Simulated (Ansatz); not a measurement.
An input for Ansatz 0.2.0 (GaN (P6_3mc)):

```yaml
crystal:
  lattice:
    - [3.19, 0.0, 0.0]
    - [-1.595, 2.7626210381, 0.0]
    - [0.0, 0.0, 5.189]
  atoms:
    - { symbol: Ga, position: [0.6666666667, 0.3333333333, 0.0] }
    - { symbol: Ga, position: [0.3333333333, 0.6666666667, 0.5] }
    - { symbol: "N", position: [0.6666666667, 0.3333333333, 0.375] }
    - { symbol: "N", position: [0.3333333333, 0.6666666667, 0.875] }
kpoints:
  mp_grid: { grid: [12, 12, 6] }
hamiltonian:
  xc: pbe
  pseudopotentials: { kind: paw, source: ansatz }
scf:
  occupations: { method: fixed }
gw:
  n_empty_bands: 190
  ecut_chi: 150
  qp_bands: [v2, c2]
  qp_kpoints: band_edges
  screening: { model: contour_deformation }
```

The database entry behind the starting cell has ideal inner coordinates that were not refined, so it need not match the best structure at ambient conditions.

```sh
ansatz run input.yaml --threads 3 --pin off --max-ram 92160MiB --backend cuda --events-out ev --progress --plain --runs-dir out --devices 1 --max-vram 13GiB
```

Estimate wall time and host memory on 1 × NVIDIA H100 80GB HBM3 (shared by 6 runs) with 3 threads of AMD EPYC 7R13 (Zen 3), shared host.

It took 6.8 min; on shared hardware allow 3.4 min to 14 min. Peak host memory was 3.0 GiB. The sizes that set the cost: 3393 plane waves a state, 76 irreducible k points, 216 bands summed, 197 plane waves in the screening and 8 SCF cycles.

The screening grows as filled bands × empty bands × pairs of k points, times the square of the screening basis for the matrix.

[Paths, hosts, dates, memory and timing lines, banners, echoed tables and standing remarks are left out of the program output.]

[Logs are printed without paths, hosts, clocks, repeated set-up lines and the standing remarks that a program may print on its own settings, such as how far it seeks lower states.]

[Runs of the session that timed out or met a known fault of the program may be left out.]

[Cells called generated may have been cut or substituted from an entry of the Crystallography Open Database or the Materials Project.]

[Hosts, paths, dates, database ids (printed as entryN), source tags and the programs' standing remarks are cut or masked in the printed files.]
